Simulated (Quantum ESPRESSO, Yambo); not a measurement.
## CdF2 (Fm-3m): G0W0 in Yambo against the screening cutoff

How does the gap of CdF2 (Fm-3m) converge in the screening cutoff?

Program: Yambo 5.3.0. Level of theory: PBE and many-body steps on it, plane waves. Results are calculated unless marked as measured.

## 1. Starting point

Symmetry: Fm-3m, No. 225, cubic system. The conventional cell has a = 5.388 Å, b = 5.388 Å, c = 5.388 Å, α = 90.00°, β = 90.00°, γ = 90.00°. Nearest to Cd lie 8 F at 2.33 Å. Nearest to F lie 4 Cd at 2.33 Å. Farther neighbours and most contacts between anions are not listed.

As a file:

```cif
data_structure
_symmetry_space_group_name_H-M 'P 1'
_symmetry_Int_Tables_number 1
_cell_length_a 3.8099
_cell_length_b 3.8099
_cell_length_c 3.8099
_cell_angle_alpha 60.000
_cell_angle_beta 60.000
_cell_angle_gamma 60.000
_cell_volume 39.10
loop_
_atom_site_label
_atom_site_type_symbol
_atom_site_fract_x
_atom_site_fract_y
_atom_site_fract_z
_atom_site_occupancy
Cd1 Cd 0.00000 0.00000 0.00000 1
F2 F 0.25000 0.25000 0.25000 1
F3 F 0.75000 0.75000 0.75000 1
```

The cell and positions come from the Crystallography Open Database and are kept as given unless a step says otherwise.

## 2. 3.25 Ha

This step: Yambo 5.3.0; G0W0 on PBE, plane waves, norm-conserving pseudopotentials.

G0W0 replaces the xc potential by the self-energy, built once from these orbitals. Only a window of levels is corrected, while the sums run over the empty bands that the input names.

gw7.in

```
HF_and_locXC
gw0
dyson
ppa
em1d
rim_cut
RandQpts= 1000000
RandGvec= 1 RL
EXXRLvcs= 94 Ry
VXCRLvcs= 376 Ry
Chimod= "HARTREE"
% BndsRnXp
 1 | 133 |
%
NGsBlkXp= 6.5 Ry
% LongDrXp
 1 | 1 | 1 |
%
% GbndRnge
 1 | 133 |
%
DysSolver= "n"
ExtendOut
PPAPntXp= 27.21138 eV
% QPkrange
 8 | 8 | 16 | 19 |
 1 | 1 | 16 | 19 |
%
```

Command:

```
$ OMP_NUM_THREADS=1 mpirun -n 8 yambo -F gw7.in -J gw7 -C gw7 > gw7.log
```

The program printed:

```text
 Yambo, version 5.3.0

 [02] CORE Variables Setup
 =========================

  [... cell, symmetries and grids as in the set-up ...]

  [02.05] Energies & Occupations
  ==============================

  [X] === General ===
  [X] Electronic Temperature                        :  0.000000  0.000000 [eV K]
  [X] Bosonic    Temperature                        :  0.000000  0.000000 [eV K]
  [X] Finite Temperature mode                       : no
  [X] El. density                                   :  0.86947E+24 [cm-3]
  [X] Fermi Level                                   :  6.529877 [eV]

  [X] === Gaps and Widths ===
  [X] Conduction Band Min                           :  3.124002 [eV]
  [X] Valence Band Max                              :  0.000000 [eV]
  [X] Filled Bands                                  :  17
  [X] Empty Bands                                   :    18   478
  [X] Direct Gap                                    :  3.619370 [eV]
  [X] Direct Gap localized at k                     :  1
  [X] Indirect Gap                                  :  3.124002 [eV]
  [X] Indirect Gap between kpts                     :   8   1
  [X] Last valence band width                       :  0.495368 [eV]
  [X] 1st conduction band width                     :  4.976966 [eV]

 [03] Transferred momenta grid and indexing
 ==========================================

 IBZ Q-points                                      :   8
 BZ  Q-points                                      :   64

 K/Q-points units:
 rlu = crystal or reduced units; cc = cartesian coordinates; iku = interal k-units

 Q [1]          [rlu]:  0.000000  0.000000  0.000000
 Q [2]          [rlu]: -0.36046E-16 -0.36046E-16  0.25000
 Q [3]          [rlu]:  0.72092E-16  0.72092E-16 -0.50000
 Q [4]          [rlu]: -0.65886E-17  0.25000      0.25000
 Q [5]          [rlu]:  0.60598E-16  0.25000      0.50000
 Q [6]          [rlu]:  0.72092E-16  0.25000     -0.25000
 Q [7]          [rlu]:  0.13177E-16 -0.50000     -0.50000
 Q [8]          [rlu]:  0.250000 -0.500000 -0.250000

 [04] Coloumb potential Random Integration (RIM)
 ===============================================

  [04.01] RIM initialization
  ==========================

  * Diagonal components only detected *

  8 x (sBL volume)        :  0.117498 [a.u.]
  sBZ random points       :  1000000
  Points outside the sBZ  :   7968281
  RL volume               :  0.939984 [a.u.]
  Integrated volume       :  0.943725 [a.u.]

  [04.02] RIM integrals
  =====================

  Gamma point sphere radius             :  0.088844 [a.u.]
  Points outside the sphere             :   800476
  [Int_sBZ(q=0) 1/q^2]*(Vol_sBZ)^(-1/3) =:  7.776341
                                 should be <:  7.795600

  Summary of Coulomb integrals for non-metallic bands |Q|[au] RIM/Bare

  Q [1] 0.100000E-4 0.997530 * Q [2] 0.267211 1.068862
  Q [4] 0.308548 1.067204 * Q [6] 0.436353 1.029264
  Q [5] 0.511670 1.022872 * Q [3] 0.534422 1.020326
  Q [7] 0.617097 1.017560 * Q [8] 0.689935 1.014592

 [WARNING] [Xp] User bands 1-133 break level degeneracy

 [05] Dipoles
 ============

  [05.01] Setup: observables and procedures
  =========================================

 [06] Dynamic Dielectric Matrix (PPA)
 ====================================

 [SLK-Inversion]  Pools        :  2
 [SLK-Inversion]  BLACS grid   :  2  2

 [WR./gw7//ndb.pp]---------------------------------------------------------------
  Brillouin Zone Q/K grids (IBZ/BZ)                :    8   64    8   64
  RL vectors                                       :   4957 [WF]
  Coulomb cutoff potential                         : none
  Electronic Temperature                           :  0.000000 [K]
  Bosonic    Temperature                           :  0.000000 [K]
  PPA    diel. fun.  energies                      : Perdew, Burke & Ernzerhof(X)+Perdew, Burke & Ernzerhof(C)
  wavefunctions                                    : Perdew, Burke & Ernzerhof(X)+Perdew, Burke & Ernzerhof(C)
  Global Gauge                                     : length
  X matrix size                                    :   65
  X band range                                     :    1  133
  X e/h energy range                               : -1.000000 -1.000000 [eV]
  X Time ordering                                  : R
  X Hxc Kernel                                     : HARTREE
  X Drude frequency                                :  0.000000  0.000000
  X poles                                          :  100.0000 [o/o]
  RL vectors in the sum                            :   4957
  [r,Vnl] included                                 : yes
  Field direction                                  :  0.577350E-5  0.577350E-5  0.577350E-5
  BZ energy Double Grid                            : no
  BZ energy DbGd points                            : 0
  BZ Q point size factor                           : -1.000000
  X Optical Averaged directions                    : none

 [07] Local Exchange-Correlation + Non-Local Fock
 ================================================

 [VXC] Plane waves :   32647
 [EXS] Plane waves :   4111

 QP @ state[ 1 ] K range:  1  1
 QP @ state[ 1 ] b range:  16  19
 QP @ state[ 2 ] K range:   8   8
 QP @ state[ 2 ] b range:  16  19

 [xc] Functional : Perdew, Burke & Ernzerhof(X)+Perdew, Burke & Ernzerhof(C)
 [xc] LIBXC used to calculate xc functional
  PP Number of Atomic Species                      :  2
  NLCC RL compoments                               :   32647
  PP Number of Atomic Species                      :  2
  NLCC RL compoments                               :   32647

 [xc] E_xc :  -24.65861 [Ha]
      E_xc :  -49.31721 [Ry]

  Local XC kind (lXC) : Perdew, Burke & Ernzerhof(X)+Perdew, Burke & Ernzerhof(C)
  Non-Local XC kind (nlXC) : Hartree-Fock

  Corrections @ K [1] :  [eV]
 <16|nlXC|16> = -32.30963 -0.13387E-16 <16|lXC|16> = -24.99307 -0.18889E-15
 <17|nlXC|17> = -32.30946 -0.63187E-17 <17|lXC|17> = -24.99307 -0.37758E-15
 <18|nlXC|18> = -7.995135  0.16467E-17 <18|lXC|18> = -12.40280  0.18886E-15
 <19|nlXC|19> = -4.691559 -0.55539E-18 <19|lXC|19> = -10.20232  0.94393E-16

  Corrections @ K [8] :  [eV]
 <16|nlXC|16> = -30.55527  0.88879E-17 <16|lXC|16> = -23.13818  0.11801E-15
 <17|nlXC|17> = -31.56146  0.75495E-18 <17|lXC|17> = -24.39238  0.51548E-17
 <18|nlXC|18> = -10.76548 -0.26226E-18 <18|lXC|18> = -16.75171  0.47226E-16
 <19|nlXC|19> = -6.369104 -0.29490E-18 <19|lXC|19> = -10.95815  0.70812E-16

  [07.01] Hartree-Fock occupations report
  =======================================

  [Hartree-Fock] === General ===
  [Hartree-Fock] Electronic Temperature             :  0.000000  0.000000 [eV K]
  [Hartree-Fock] Bosonic    Temperature             :  0.000000  0.000000 [eV K]
  [Hartree-Fock] Finite Temperature mode            : no
  [Hartree-Fock] El. density                        :  0.86947E+24 [cm-3]
  [Hartree-Fock] Fermi Level                        :  6.529877 [eV]

  [Hartree-Fock] === Gaps and Widths ===
  [Hartree-Fock] Conduction Band Min                :  4.990531 [eV]
  [Hartree-Fock] Valence Band Max                   : -0.088828 [eV]
  [Hartree-Fock] Filled Bands                       :  17
  [Hartree-Fock] Empty Bands                        :    18   478
  [Hartree-Fock] Direct Gap                         :  5.439233 [eV]
  [Hartree-Fock] Direct Gap localized at k          :  2
  [Hartree-Fock] Indirect Gap                       :  5.079359 [eV]
  [Hartree-Fock] Indirect Gap between kpts          :   7   2
  [Hartree-Fock] Last valence band width            :  7.722932 [eV]
  [Hartree-Fock] 1st conduction band width          :  9.096662 [eV]

 [08] Dyson equation: Newton solver
 ==================================

  [08.01] G0W0 (W PPA)
  ====================

  [  GW  ] Bands range     :    1  133
  [GW/PPA] G damping       :  0.100000 [eV]

  QP @ state[ 1 ] K range:  1  1
  QP @ state[ 1 ] b range:  16  19
  QP @ state[ 2 ] K range:   8   8
  QP @ state[ 2 ] b range:  16  19

   Sc/G bands                                       :    1  133
   Sc/G damping                                     :  0.100000 ev
   Sc bands terminator                              : no
   Sx RL components                                 :   4111

   QP @ state[ 1 ] K range                          :  1  1
   QP @ state[ 1 ] b range                          :  16  19
   QP @ state[ 2 ] K range                          :   8   8
   QP @ state[ 2 ] b range                          :  16  19
   GF energies kind                                 : Perdew, Burke & Ernzerhof(X)+Perdew, Burke & Ernzerhof(C)
   GF WF`s kind                                     : Perdew, Burke & Ernzerhof(X)+Perdew, Burke & Ernzerhof(C)
   Xs energies kind                                 : Perdew, Burke & Ernzerhof(X)+Perdew, Burke & Ernzerhof(C)
   Xs WF`s kind                                     : Perdew, Burke & Ernzerhof(X)+Perdew, Burke & Ernzerhof(C)

 [11] Game Over & Game summary
```

Run time: 31 s. Hardware: 8 MPI ranks of Arm Neoverse V2, shared host; peak memory 3.3 GiB.

Numbers from this step:

```yaml
g0w0_gap_on_the_points_computed: 5.301 eV
starting_gap_on_the_mesh: 3.124 eV
k_of_the_valence_top: 0.25, -0.5, -0.25
k_of_the_conduction_bottom: 0, 0, 0
least_direct_g0w0_gap_on_the_computed_points: 6.051 eV
z_at_the_valence_top: 0.8056
z_at_the_conduction_bottom: 0.8724
```

The gap on the mesh goes from 3.12 eV to 5.30 eV, a correction of +2.18 eV.

## 3. 5.25 Ha

gw8.in, as its differences from gw7.in of step 2:

```diff
@@ -14,3 +14,3 @@
 %
-NGsBlkXp= 6.5 Ry
+NGsBlkXp= 10.5 Ry
 % LongDrXp
```

Command:

```
$ OMP_NUM_THREADS=1 mpirun -n 8 yambo -F gw8.in -J gw8 -C gw8 > gw8.log
```

The program printed:

```text
 Yambo, version 5.3.0

 [02] CORE Variables Setup
 =========================

  [... cell, symmetries and grids as in the set-up ...]

  [02.05] Energies & Occupations
  ==============================

  [X] === General ===
  [X] Electronic Temperature                        :  0.000000  0.000000 [eV K]
  [X] Bosonic    Temperature                        :  0.000000  0.000000 [eV K]
  [X] Finite Temperature mode                       : no
  [X] El. density                                   :  0.86947E+24 [cm-3]
  [X] Fermi Level                                   :  6.529877 [eV]

  [X] === Gaps and Widths ===
  [X] Conduction Band Min                           :  3.124002 [eV]
  [X] Valence Band Max                              :  0.000000 [eV]
  [X] Filled Bands                                  :  17
  [X] Empty Bands                                   :    18   478
  [X] Direct Gap                                    :  3.619370 [eV]
  [X] Direct Gap localized at k                     :  1
  [X] Indirect Gap                                  :  3.124002 [eV]
  [X] Indirect Gap between kpts                     :   8   1
  [X] Last valence band width                       :  0.495368 [eV]
  [X] 1st conduction band width                     :  4.976966 [eV]

 [03] Transferred momenta grid and indexing
 ==========================================

 IBZ Q-points                                      :   8
 BZ  Q-points                                      :   64

 K/Q-points units:
 rlu = crystal or reduced units; cc = cartesian coordinates; iku = interal k-units

 Q [1]          [rlu]:  0.000000  0.000000  0.000000
 Q [2]          [rlu]: -0.36046E-16 -0.36046E-16  0.25000
 Q [3]          [rlu]:  0.72092E-16  0.72092E-16 -0.50000
[...]
[Hartree-Fock] El. density                        :  0.86947E+24 [cm-3]
  [Hartree-Fock] Fermi Level                        :  6.529877 [eV]

  [Hartree-Fock] === Gaps and Widths ===
  [Hartree-Fock] Conduction Band Min                :  4.990531 [eV]
  [Hartree-Fock] Valence Band Max                   : -0.088828 [eV]
  [Hartree-Fock] Filled Bands                       :  17
  [Hartree-Fock] Empty Bands                        :    18   478
  [Hartree-Fock] Direct Gap                         :  5.439233 [eV]
  [Hartree-Fock] Direct Gap localized at k          :  2
  [Hartree-Fock] Indirect Gap                       :  5.079359 [eV]
  [Hartree-Fock] Indirect Gap between kpts          :   7   2
  [Hartree-Fock] Last valence band width            :  7.722932 [eV]
  [Hartree-Fock] 1st conduction band width          :  9.096662 [eV]

 [08] Dyson equation: Newton solver
 ==================================

  [08.01] G0W0 (W PPA)
  ====================

  [  GW  ] Bands range     :    1  133
  [GW/PPA] G damping       :  0.100000 [eV]

  QP @ state[ 1 ] K range:  1  1
  QP @ state[ 1 ] b range:  16  19
  QP @ state[ 2 ] K range:   8   8
  QP @ state[ 2 ] b range:  16  19

   Sc/G bands                                       :    1  133
   Sc/G damping                                     :  0.100000 ev
   Sc bands terminator                              : no
   Sx RL components                                 :   4111

   QP @ state[ 1 ] K range                          :  1  1
   QP @ state[ 1 ] b range                          :  16  19
   QP @ state[ 2 ] K range                          :   8   8
   QP @ state[ 2 ] b range                          :  16  19
   GF energies kind                                 : Perdew, Burke & Ernzerhof(X)+Perdew, Burke & Ernzerhof(C)
   GF WF`s kind                                     : Perdew, Burke & Ernzerhof(X)+Perdew, Burke & Ernzerhof(C)
   Xs energies kind                                 : Perdew, Burke & Ernzerhof(X)+Perdew, Burke & Ernzerhof(C)
   Xs WF`s kind                                     : Perdew, Burke & Ernzerhof(X)+Perdew, Burke & Ernzerhof(C)

 [11] Game Over & Game summary
```

The job ended after 42 s (8 MPI ranks; peak memory 3.4 GiB; 5.5 min of CPU time).

Numbers from this step:

```
G0W0 gap on the points computed              : 5.312 eV
starting gap on the mesh                     : 3.124 eV
k of the valence top                         : 0.25, -0.5, -0.25
k of the conduction bottom                   : 0, 0, 0
least direct G0W0 gap on the computed points : 6.071 eV
Z at the valence top                         : 0.7971
Z at the conduction bottom                   : 0.8700
```

Against the run before, the gap moves by +0.011 eV.

[end of part 1 of 2]

[Paths, hosts, dates, memory and timing lines, banners, echoed tables and standing remarks are left out of the program output.]

[Logs are printed without paths, hosts, clocks, repeated set-up lines and the standing remarks that a program may print on its own settings, such as how far it seeks lower states.]

[Runs of the session that timed out or met a known fault of the program may be left out.]

[Hosts, paths, dates, database ids (printed as entryN), source tags and the programs' standing remarks are cut or masked in the printed files.]
